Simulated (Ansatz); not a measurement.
**LiHgBr3 (built on the sites of a database entry of CsHgF3): a soft mode frozen in**

Which phase does LiHgBr3 (built on the sites of a database entry of CsHgF3) fall into along its unstable mode, and how much energy does it gain?

Program: Ansatz 0.2.0. Level of theory: DFT PBEsol, scalar-relativistic, plane waves, PAW. Results are calculated unless marked as measured.

The structure was built from a prototype and need not be the compound's stable phase.

## (1) Set-up

It takes space group Pm-3m (No. 221, cubic). The conventional cell has a = 5.459 Å, b = 5.459 Å, c = 5.459 Å, α = 90.00°, β = 90.00°, γ = 90.00°. Li has 12 Br at 3.86 Å nearest. Nearest to Hg lie 6 Br at 2.73 Å. Nearest to Br lie 2 Hg at 2.73 Å. Farther neighbours and most contacts between anions are not listed.

## (2) The dispersion

The cell comes from relaxations at this level that are not shown. Stability and thermal properties need the whole zone. Linear response on a 2×2×2 q mesh gives force constants as far as a supercell of that size would.

Contents of input.yaml:

```yaml
crystal:
  lattice:
    - [5.4589240501, 0.0, 0.0]
    - [0.0, 5.4589240501, 0.0]
    - [0.0, 0.0, 5.4589240501]
  atoms:
    - { symbol: Li, position: [0.0, 0.0, 0.0] }
    - { symbol: Hg, position: [0.5, 0.5, 0.5] }
    - { symbol: Br, position: [0.0, 0.5, 0.5] }
    - { symbol: Br, position: [0.5, 0.0, 0.5] }
    - { symbol: Br, position: [0.5, 0.5, 0.0] }
kpoints:
  mp_grid: { grid: [8, 8, 8] }
hamiltonian:
  xc: pbesol
scf:
  occupations: { method: methfessel_paxton, width: 0.2 }
output:
  eigenvalues: true
phonons:
  method: dfpt
  qmesh: [2, 2, 2]
  temperatures: { t_max: 1000, t_step: 50 }
  qpath:
    path:
      - [[0.0, 0.0, 0.0], [0.0, 0.5, 0.0], [0.5, 0.5, 0.0], [0.0, 0.0, 0.0], [0.5, 0.5, 0.5], [0.0, 0.5, 0.0]]
      - [[0.5, 0.5, 0.5], [0.5, 0.5, 0.0]]
    npoints: 10
```

On the command line:

```console
ansatz run input.yaml --threads 8 --pin off --max-ram 14336MiB --backend cpu --events-out ev --progress --plain --runs-dir out
```

Numbers of over 12 decimals in the logs are rounded to 6 here.

Log:

```text
Engine: ansatz 0.2.0, aarch64-unknown-linux-gnu
Pseudopotentials: kind: paw
Pseudopotential: Li, paw, valence charge 3, recommended cutoff 420 eV (normal), Li.paw.azcp
Pseudopotential: Hg, paw, valence charge 20, recommended cutoff 420 eV (normal), Hg.paw.azcp
Pseudopotential: Br, paw, valence charge 7, recommended cutoff 420 eV (normal), Br.paw.azcp
Functional definition: PBEsol
  exchange = pbesol_x
  correlation = pbesol_c
Crystal: 5 atoms, lattice volume = 162.675 Å³
Basis set: ecut = 420 eV, 3191 PW (Γ), exchange–correlation on 80×80×80 points (8 copies of the dense FFT grid, shifted against one another)
Bands: 27, of which v1, the nominal top of the filled ones, is band 22 counted from 1 (21 counted from 0)
Symmetry: 48 space group operations
k-points: 35 of 512
Non-local potential: Li, projectors of the file, l = 0: 3, l = 1: 2, l = 2: 1
Non-local potential: Hg, projectors of the file, l = 0: 3, l = 1: 2, l = 2: 2, l = 3: 1
Non-local potential: Br, projectors of the file, l = 0: 2, l = 1: 2, l = 2: 2
PAW form: soft (Blöchl's): semilocal exchange-correlation on the pseudo side does not see the compensation charge
PAW frozen core: Hg, regenerated for the run's functional, and the local potential with it (the file was generated under x = pbe(κ = 0.804, μ = 0.219515), c = pbe(β = 0.066725))
PAW frozen core: Br, regenerated for the run's functional, and the local potential with it (the file was generated under x = pbe(κ = 0.804, μ = 0.219515), c = pbe(β = 0.066725))
PAW one-centre angular grid: Li, 110 points (default); XC on 64 Gauss nodes
PAW one-centre angular grid: Hg, 590 points (default); XC on 64 Gauss nodes
PAW one-centre angular grid: Br, 110 points (default); XC on 64 Gauss nodes
Initial density: superposition of atomic densities (neutral atoms: chi_scale 0, normalization atom), corrected by the library's trained network
Initial wavefunctions: pseudopotential atomic-orbital guess
Functional: x = pbesol(κ = 0.804, μ = 0.123457), c = pbesol(β = 0.046)
SCF iter   1: F=—  HF=-22083.316157 eV  |F-HF|=—  |Δ(HF+E_count)|=         —  Δρ=2.23e-3  dr2=1.10e-2  ethr=1.77e-3  ⟨swp⟩=6.5  Hψ=4337  notcnv=0
preconditioner: auto → none  [metal: Δε(μ)=0.120 eV  Ē_g=9.858 eV  σ=0.200 eV  W_gap=0.45  n_scr=26 (ndim 8)  ℏωp=17.0 eV  f_vac=0.200  D(μ)=0.75/eV (n_scr^D=0)  sad-step TF]
SCF iter   2: F=—  HF=-22083.317089 eV  |F-HF|=—  |Δ(HF+E_count)|=   9.31e-4  S|Δr|=    0.00e0  Δρ=1.33e-3  dr2=4.83e-3  ethr=2.49e-5  ⟨swp⟩=3.0  Hψ=1865  notcnv=0
preconditioner: auto → Resta (q_TF=auto, 2.194 Å⁻¹)  ε∞=4.0  [insulator: Δε(μ)=0.132 eV  Ē_g=9.878 eV  σ=0.200 eV  W_gap=0.50  n_scr=26 (ndim 8)  ℏωp=17.0 eV  f_vac=0.200  D(μ)=0.74/eV (n_scr^D=0)  ε∞_Penn≈4.0]
SCF iter   3: F=—  HF=-22083.316242 eV  |F-HF|=—  |Δ(HF+E_count)|=   8.47e-4  S|Δr|=    0.00e0  Δρ=3.60e-4  dr2=4.69e-4  ethr=1.10e-5  ⟨swp⟩=2.1  Hψ=1452  notcnv=0
SCF iter   4: F=—  HF=-22083.316236 eV  |F-HF|=—  |Δ(HF+E_count)|=   5.45e-6  S|Δr|=    0.00e0  Δρ=1.48e-4  dr2=1.45e-4  ethr=1.07e-6  ⟨swp⟩=2.6  Hψ=1444  notcnv=0  defer=1
SCF iter   5: F=—  HF=-22083.316263 eV  |F-HF|=—  |Δ(HF+E_count)|=   2.66e-5  S|Δr|=    0.00e0  Δρ=6.77e-5  dr2=1.29e-5  ethr=3.29e-7  ⟨swp⟩=2.5  Hψ=1490  notcnv=0  defer=2
SCF iter   6: F=—  HF=-22083.316261 eV  |F-HF|=—  |Δ(HF+E_count)|=   2.31e-6  S|Δr|=    0.00e0  Δρ=2.46e-5  dr2=1.75e-6  ethr=2.94e-8  ⟨swp⟩=2.0  Hψ=1579  notcnv=0  defer=3
SCF iter   7: F=—  HF=-22083.316260 eV  |F-HF|=—  |Δ(HF+E_count)|=   9.32e-7  S|Δr|=    0.00e0  Δρ=8.73e-6  dr2=1.59e-7  ethr=3.97e-9  ⟨swp⟩=2.1  Hψ=1418  notcnv=0  defer=2
SCF iter   8: F=—  HF=-22083.316260 eV  |F-HF|=—  |Δ(HF+E_count)|=   5.56e-8  S|Δr|=    0.00e0  Δρ=1.21e-6  dr2=3.34e-9  ethr=3.62e-10  ⟨swp⟩=2.8  Hψ=1744  notcnv=0  defer=2
SCF iter   9: F=—  HF=-22083.316260 eV  |F-HF|=—  |Δ(HF+E_count)|=   2.91e-9  S|Δr|=    0.00e0  Δρ=2.08e-7  dr2=1.04e-10  ethr=7.58e-12  ⟨swp⟩=2.1  Hψ=1436  notcnv=0  defer=2
SCF iter  10: F=-22083.316260 eV  HF=-22083.316260 eV  |F-HF|=1.09e-11  |Δ(HF+E_count)|=  1.82e-10  S|Δr|=    0.00e0  Δρ=4.30e-8  dr2=4.87e-12  ethr=1.00e-12  ⟨swp⟩=9.3  Hψ=5335  notcnv=0
SCF 1 converged in 10 iterations: F = -22083.316260 eV  dr2 = 4.87e-12
  greatest PAW one-centre occupation: 1.000 electrons in one spin orbital (limit 2), on the Hg atom at site 1 (counted from 0), in its partial waves of l = 0
Initial density: read from a saved state, or passed on in memory by an earlier SCF of this step, an earlier step, the calling program or the single point that the run made first
iter 1 solved again at ethr=5.30e-7 eV; its pass at ethr=3.10e-3 eV (dr2=2.33e-4 eV) is discarded
SCF iter   1: F=—  HF=-22083.316268 eV  |F-HF|=—  |Δ(HF+E_count)|=         —  Δρ=1.09e-6  dr2=2.41e-9  ethr=5.30e-7  ⟨swp⟩=3.7  Hψ=7146  notcnv=0
eigensolver tolerance schedule: the retry pair's looser diagonalisation over-reported the residual by 96886.51 of it (diagonalisation noise at an unbounded share of the residual, at the tolerance the schedule requests for it); recorded, not acted on — ethr = c·dr2/N_el stays at c = 1.0e-1
preconditioner: auto → Resta (q_TF=auto, 2.194 Å⁻¹)  ε∞=3.9  [insulator: Δε(μ)=0.145 eV  Ē_g=9.905 eV  σ=0.200 eV  W_gap=0.55  n_scr=26 (ndim 8)  ℏωp=17.0 eV  f_vac=0.197  D(μ)=0.74/eV (n_scr^D=0)  ε∞_Penn≈3.9]
SCF iter   2: F=—  HF=-22083.316260 eV  |F-HF|=—  |Δ(HF+E_count)|=   8.49e-6  S|Δr|=    0.00e0  Δρ=8.57e-7  dr2=1.43e-9  ethr=5.47e-12  ⟨swp⟩=4.5  Hψ=3029  notcnv=0
SCF iter   3: F=—  HF=-22083.316260 eV  |F-HF|=—  |Δ(HF+E_count)|=  3.42e-10  S|Δr|=    0.00e0  Δρ=4.60e-7  dr2=4.34e-10  ethr=3.26e-12  ⟨swp⟩=2.0  Hψ=1080  notcnv=0
SCF iter   4: F=—  HF=-22083.316260 eV  |F-HF|=—  |Δ(HF+E_count)|=  1.09e-10  S|Δr|=    0.00e0  Δρ=2.20e-7  dr2=9.86e-11  ethr=1.00e-12  ⟨swp⟩=2.0  Hψ=1112  notcnv=0
SCF iter   5: F=—  HF=-22083.316260 eV  |F-HF|=—  |Δ(HF+E_count)|=  2.18e-11  S|Δr|=    0.00e0  Δρ=9.59e-8  dr2=1.99e-11  ethr=1.00e-12  ⟨swp⟩=1.0  Hψ=945  notcnv=0
SCF iter   6: F=-22083.316260 eV  HF=-22083.316260 eV  |F-HF|=3.64e-12  |Δ(HF+E_count)|=  7.28e-12  S|Δr|=    0.00e0  Δρ=3.96e-8  dr2=3.05e-12  ethr=1.00e-12  ⟨swp⟩=3.7  Hψ=2267  notcnv=0
SCF 2 converged in 6 iterations: F = -22083.316260 eV  dr2 = 3.05e-12
phonons: the bands overlap, so this run is a metal and interpolates without the dipole-dipole term. If the crystal is really an insulator or semiconductor, its LO-TO splitting is missing
NSCF: frozen V_eff on 35 k-points
NSCF: frozen V_eff on 125 k-points
DFPT response loops at q = (0, 0, 0) (fractional): preconditioner auto → none (partly filled bands, converged f_vac=0.197); β = 0.50; Broyden in place of MSR1
NSCF: frozen V_eff on 250 k-points
DFPT response loops at q = (0, 0, -0.5) (fractional): mixed as the last ones told, above
NSCF: frozen V_eff on 250 k-points
DFPT response loops at q = (0, -0.5, -0.5) (fractional): mixed as the last ones told, above
NSCF: frozen V_eff on 250 k-points
DFPT response loops at q = (-0.5, -0.5, -0.5) (fractional): mixed as the last ones told, above
SCF converged after 10 iterations
Stability not checked: this state was not tested for a lower state beside it, because cold or Methfessel-Paxton smearing, or corrected tetrahedra, fill the levels in a way that the test cannot read (fill_not_monotonic; see scf.lower_state_search)
Free energy (F): -22083.316260 eV
Harris-Foulkes:  -22083.316260 eV  (|F-HF|=1.09e-11)
Internal energy: -22083.318488 eV  (E = F + TS)
E sigma→0 (E₀):  -22083.316817 eV
Entropy (-TS):   0.002229 eV (0.446 meV/atom)
Fermi energy:    2.931899 eV
--- Per-component energies (eV) ---
  E_band       = -752.201034
  E_kinetic    = 1021.969521
  E_local      = -5613.108654  (includes V_loc(G=0)·N_el)
  E_nonlocal   = 256.385604
  E_hartree    = 2328.136480
  E_xc         = -1011.653893
  E_vxc        = -583.804292  (∫ρ·V_xc dr)
  E_paw        = -16429.139626  (= ΣΔE_a)
  E_vpaw       = -489.917083  (= ΣTr[D̂ρ^β])
  E_aug_tail   = 0.000912  (compensation charges beyond the density's cutoff)
  E_ewald      = -2636.514295
  E_core_change = 0.605462  (= ΣΔE_core)
  E_smearing   = 0.002229  (= −TS)
  E_closure    = 0.000000  (closes the sum)
  Σ components = -22083.316260   (vs F -22083.316260, Δ=0.00e0)
--- Band table (eV; the first three rows and the last of 35) ---
  k-point 0: bands = [... 18 lower, 1.4986, 1.5721, 1.6394, 1.6394, 1.6394, 5.3267, 9.3250, 9.3250, ... 1 higher]
  k-point 1: bands = [... 18 lower, 1.4918, 1.4918, 1.6275, 1.6275, 2.3995, 5.4782, 8.8949, 9.4783, ... 1 higher]
  k-point 2: bands = [... 18 lower, 1.4623, 1.4623, 1.6094, 1.6094, 3.5288, 5.8838, 8.3003, 9.1574, ... 1 higher]
  k-point 34: bands = [... 18 lower, 2.1996, 2.1996, 3.0557, 3.0557, 6.0625, 7.6862, 7.6862, 7.6862, ... 1 higher]
--- Phonons (Γ-DFPT): 4 representative perturbations + reference (Σ response iterations 12) ---
  ASR residual: 1.900e-5 → 0.000e0 eV/Å²; symmetrization residual: 1.413e-6 eV/Å²
  ASR residual per site (eV/Å²): 1.90e-5 1.37e-5 7.15e-6 7.15e-6 7.15e-6
  Γ frequencies (cm⁻¹): -170.35 -170.35 -170.35 -31.33 -31.33 -31.33 0.00 0.00 0.00 39.65 39.65 39.65 168.86 168.86 168.86
--- Phonons (arbitrary-q DFPT): 4 irreducible q on the 2×2×2 mesh ---
  q = [0.0000, 0.0000, 0.0000] (star 1, of the zone-centre solve; hermiticity 4.18e-7, symmetrization 3.54e-12): -170.35 -170.35 -170.35 -31.33 -31.33 -31.33 -0.00 -0.00 0.00 39.65 39.65 39.65 168.86 168.86 168.86
  q = [0.0000, 0.0000, -0.5000] (star 3, 9 solved perturbations in 975 linear systems a pass and spin channel, the states on 125 of 512 k-point pairs; hermiticity 3.91e-7, symmetrization 9.62e-13): -162.44 -162.44 -85.23 -30.59 -30.59 -27.77 23.49 23.49 29.97 29.97 39.03 96.53 146.83 169.23 169.23
  q = [0.0000, -0.5000, -0.5000] (star 3, 9 solved perturbations in 975 linear systems a pass and spin channel, the states on 125 of 512 k-point pairs; hermiticity 2.73e-7, symmetrization 2.73e-13): -152.34 -145.53 -145.53 -56.89 -43.33 -24.77 -24.77 32.54 50.61 50.61 54.50 102.65 102.65 165.15 169.92
  q = [-0.5000, -0.5000, -0.5000] (star 1, 4 solved perturbations in 350 linear systems a pass and spin channel, the states on 125 of 512 k-point pairs; hermiticity 7.43e-8, symmetrization 1.19e-11): -168.55 -168.55 -168.55 -56.94 -56.94 -56.94 -37.82 -37.82 70.13 70.13 70.13 97.72 97.72 97.72 181.12
  sum rule: each row above includes the acoustic sum rule's correction from the zone centre's row sums; it moved no ω² by more than (0.86 cm⁻¹)²
  mesh force constants: q→R imaginary residual 3.74e-18; ASR residual 1.900e-5 → 0.000e0 eV/Å²; symmetrization residual 7.994e-15 eV/Å²
  interpolated dispersion: 62 rows × 15 modes
  density of states and harmonic sums: on the 12×12×12 q-mesh, interpolated from the force constants of a 2×2×2 supercell (no non-analytic term)
  largest difference from the sums on the solved wave vectors: F 1.98e-1 eV, S 2.62e-4 and C_V 6.41e-5 eV/K
  zero-point energy: 0.045796 eV/cell   skipped modes (ω ≤ 0): 536, of them read as no rigid motion or as one in doubt: 533 (6.255e0 modes/cell left out, lowest -170.35 cm⁻¹)   left out of the sums: 4.17e-1 of the cell's modes: C_V's classical limit lies that fraction below 3 k_B per atom; for a crystal, a wire or a layer, F and S can be off by more, and a phonons.interpolated_qmesh denser along its periods is the remedy for the sampling
```

Run time: 2.1 min. Hardware: 8 threads of Arm Neoverse V2, shared host; peak memory 1.6 GiB.

In the SCF lines HF is the Harris–Foulkes energy and dr2 the Hartree energy of the density residual, in eV; the loop may stop once dr2 is under the threshold and the program's other checks hold. Hψ counts applications of the Hamiltonian.

Numbers from this step:

```
volume per atom                                         : 32.54 Å³
gap on the k-mesh                                       : 0 eV
sum-rule residual before enforcement                    : 1.90e-5 eV/Å²
lowest frequency on the path                            : -170.4 cm⁻¹
point group                                             : m-3m
highest frequency on the path or at a solved wavevector : 185.2 cm⁻¹
highest optical mode at the zone centre (no LO-TO term) : 168.9 cm⁻¹
lowest optical zone-centre mode                         : -170.3 cm⁻¹
lowest mode on the q mesh (acoustic modes at Γ apart)   : -170.3 cm⁻¹
```

Frequencies (cm⁻¹) solved at each irreducible wavevector; negative means imaginary. Frequencies by wavevector, by row:

| q in reciprocal lattice units | star | mode 1 | mode 2 | mode 3 | mode 4 | mode 13 | mode 14 | mode 15 |
| --- | --- | --- | --- | --- | --- | --- | --- | --- |
| 0 0 0 | 1 | -170.3 | -170.3 | -170.3 | -31.3 | 168.9 | 168.9 | 168.9 |
| 0 0 -0.5 | 3 | -162.4 | -162.4 | -85.2 | -30.6 | 146.8 | 169.2 | 169.2 |
| 0 -0.5 -0.5 | 3 | -152.3 | -145.5 | -145.5 | -56.9 | 102.7 | 165.2 | 169.9 |
| -0.5 -0.5 -0.5 | 1 | -168.6 | -168.6 | -168.6 | -56.9 | 97.7 | 97.7 | 181.1 |

Interpolated from a 2×2×2 q mesh. Phonon branches along the path, in cm⁻¹:

| point | branch 1 | branch 2 | branch 3 | branch 4 | branch 12 | branch 13 | branch 14 | branch 15 |
| --- | --- | --- | --- | --- | --- | --- | --- | --- |
| Γ | -170 | -170 | -170 | -31 | 40 | 169 | 169 | 169 |
| halfway | -166 | -166 | -134 | -30 | 69 | 159 | 169 | 169 |
| X | -162 | -162 | -85 | -31 | 96 | 147 | 169 | 169 |
| halfway | -158 | -154 | -123 | -49 | 99 | 106 | 170 | 171 |
| M | -152 | -146 | -146 | -57 | 103 | 103 | 165 | 170 |
| halfway | -162 | -148 | -141 | -44 | 71 | 134 | 169 | 173 |
| Γ | -170 | -170 | -170 | -31 | 40 | 169 | 169 | 169 |
| halfway | -153 | -153 | -146 | -47 | 75 | 133 | 133 | 184 |
| R | -168 | -168 | -168 | -57 | 98 | 98 | 98 | 181 |
| halfway | -159 | -156 | -141 | -51 | 97 | 99 | 132 | 184 |
| X | -162 | -162 | -85 | -31 | 96 | 147 | 169 | 169 |
| jump to R | -168 | -168 | -168 | -57 | 98 | 98 | 98 | 181 |
| halfway | -161 | -157 | -157 | -57 | 100 | 100 | 116 | 183 |
| M | -152 | -146 | -146 | -57 | 103 | 103 | 165 | 170 |

Symmetry leaves 4 wavevectors to solve. The lowest mode among them, the acoustic zeros apart, lies at Γ and is imaginary, 170.3i cm⁻¹, so the energy falls along it.

## (3) The mode frozen in, largest atomic shift 0 Å

The mode followed lies at Γ with frequency 170.4i cm⁻¹ and is 3-fold degenerate, the softest among the wavevectors solved. At small amplitude the distorted cell has space group no. 38 by a symmetry search on the positions. The undistorted cell that holds it gives the zero of energy on the same k mesh.

input.yaml, the sections that differ from step 2:

```yaml
output:
  forces: true
  stress: true
  eigenvalues: true
# crystal, kpoints, hamiltonian, scf: as in step 2
# phonons: removed
```

Log:

```text
[...]
Crystal: 5 atoms, lattice volume = 162.675 Å³
Basis set: ecut = 420 eV, 3191 PW (Γ), exchange–correlation on 80×80×80 points (8 copies of the dense FFT grid, shifted against one another)
Bands: 27, of which v1, the nominal top of the filled ones, is band 22 counted from 1 (21 counted from 0)
Symmetry: 48 space group operations
[...]
k-points: 35 of 512
[...]
k-point 0: bands = [... 18 lower, 1.4985, 1.5721, 1.6394, 1.6394, 1.6394, 5.3267, 9.3250, 9.3250, ... 1 higher]
  k-point 1: bands = [... 18 lower, 1.4918, 1.4918, 1.6275, 1.6275, 2.3995, 5.4782, 8.8949, 9.4783, ... 1 higher]
  k-point 2: bands = [... 18 lower, 1.4622, 1.4622, 1.6094, 1.6094, 3.5287, 5.8838, 8.3003, 9.1574, ... 1 higher]
  k-point 34: bands = [... 18 lower, 2.1995, 2.1995, 3.0556, 3.0556, 6.0625, 7.6861, 7.6861, 7.6861, ... 1 higher]
[key lines of the parts left out:]
SCF converged after 8 iterations
Free energy (F): -22083.316260 eV
Fermi energy:    2.931866 eV
P = ⅓ Tr σ = 0.0025 GPa (0.025 kbar)
```

Run time: 1.2 s. Hardware: 8 threads; peak memory 0.59 GiB; 7.7 s of CPU time.

Numbers from this step:

| Property | Result |
| --- | --- |
| pressure | 0.002549 GPa |
| energy from the undistorted cell | 0 meV/atom |

The run ends at a pressure of 0.00 GPa.

## (4) The mode frozen in, largest atomic shift 0.6 Å

The atoms are moved along the unstable eigenvector, the largest shift by 0.6 Å, with the cell fixed.

input.yaml, the sections that differ from step 3:

```yaml
crystal:
  lattice:
    - [5.4589240501, 0.0, 0.0]
    - [0.0, 5.4589240501, 0.0]
    - [0.0, 0.0, 5.4589240501]
  atoms:
    - { symbol: Li, position: [0.0, 0.0777193573, 0.0777193573] }
    - { symbol: Hg, position: [0.5, 0.5004407436, 0.5004407436] }
    - { symbol: Br, position: [0.0, 0.4961109977, 0.4961109977] }
    - { symbol: Br, position: [0.5, -7.86981e-05, 0.4961109977] }
    - { symbol: Br, position: [0.5, 0.4961109977, -7.86981e-05] }
# kpoints, hamiltonian, scf, output: as in step 3
```

Log:

```text
[...]
Crystal: 5 atoms, lattice volume = 162.675 Å³
Basis set: ecut = 420 eV, 3191 PW (Γ), exchange–correlation on 80×80×80 points (8 copies of the dense FFT grid, shifted against one another)
Bands: 27, of which v1, the nominal top of the filled ones, is band 22 counted from 1 (21 counted from 0)
Symmetry: 4 space group operations
[...]
k-points: 105 of 512 (time reversal used)
[...]
k-point 0: bands = [... 18 lower, 1.4443, 1.4886, 1.5772, 1.5987, 1.6039, 5.4805, 8.6998, 9.1196, ... 1 higher]
  k-point 1: bands = [... 18 lower, 1.4334, 1.4363, 1.5657, 1.5682, 2.3454, 5.6279, 8.6125, 9.1473, ... 1 higher]
  k-point 2: bands = [... 18 lower, 1.4060, 1.4159, 1.5285, 1.5484, 3.4770, 6.0234, 8.2713, 9.1764, ... 1 higher]
  k-point 104: bands = [... 18 lower, 2.1350, 2.1718, 2.9772, 3.0049, 6.2533, 7.5326, 7.5813, 7.6634, ... 1 higher]
[key lines of the parts left out:]
SCF converged after 8 iterations
Free energy (F): -22083.451385 eV
Fermi energy:    2.869086 eV
P = ⅓ Tr σ = 0.0309 GPa (0.309 kbar)
```

The job ended after 4.9 s (8 threads; peak memory 0.71 GiB; 36 s of CPU time).

Numbers from this step:

```yaml
pressure: 0.03089 GPa
energy_from_the_undistorted_cell: -27.02 meV/atom
```

The energy, extrapolated to zero smearing, is -27.02 meV/atom against the undistorted cell.

The run ends at a pressure of 0.03 GPa, with forces up to 0.40 eV/Å.

## (5) Energy along the mode, all amplitudes (two of the runs are shown above)

An imaginary frequency means negative curvature, so the energy should fall and then rise again as anharmonic terms take over.

This step gave:

```yaml
depth_at_the_lowest_point_sampled: 27.02 meV/atom
largest_atomic_shift_at_that_point: 0.6 Å
```

Energy from the parent against largest atomic shift:

| largest atomic shift (Å) | energy from the parent (meV/atom) |
| --- | --- |
| 0.000 | 0 |
| 0.040 | -0.125 |
| 0.080 | -0.501 |
| 0.140 | -1.53 |
| 0.220 | -3.77 |
| 0.320 | -7.94 |
| 0.450 | -15.5 |
| 0.600 | -27.0 |

Displacement at unit largest shift by atom:

| atom | x (Å) | y (Å) | z (Å) | size |
| --- | --- | --- | --- | --- |
| Li1 | 0.000 | 0.707 | 0.707 | 1.000 |
| Hg2 | 0.000 | 0.004 | 0.004 | 0.006 |
| Br3 | 0.000 | -0.035 | -0.035 | 0.049 |
| Br4 | 0.000 | -0.001 | -0.035 | 0.035 |
| Br5 | 0.000 | -0.035 | -0.001 | 0.035 |

The lowest of the steps tried is the last one, at 0.6 Å, 27.0 meV/atom below the parent; the bottom of the well need not coincide with a step.

[end of part 1 of 3]

[Logs are printed without paths, hosts, clocks, repeated set-up lines and the standing remarks that a program may print on its own settings, such as how far it seeks lower states.]

[Hosts, paths, dates, database ids (printed as entryN), source tags and the programs' standing remarks are cut or masked in the printed files.]
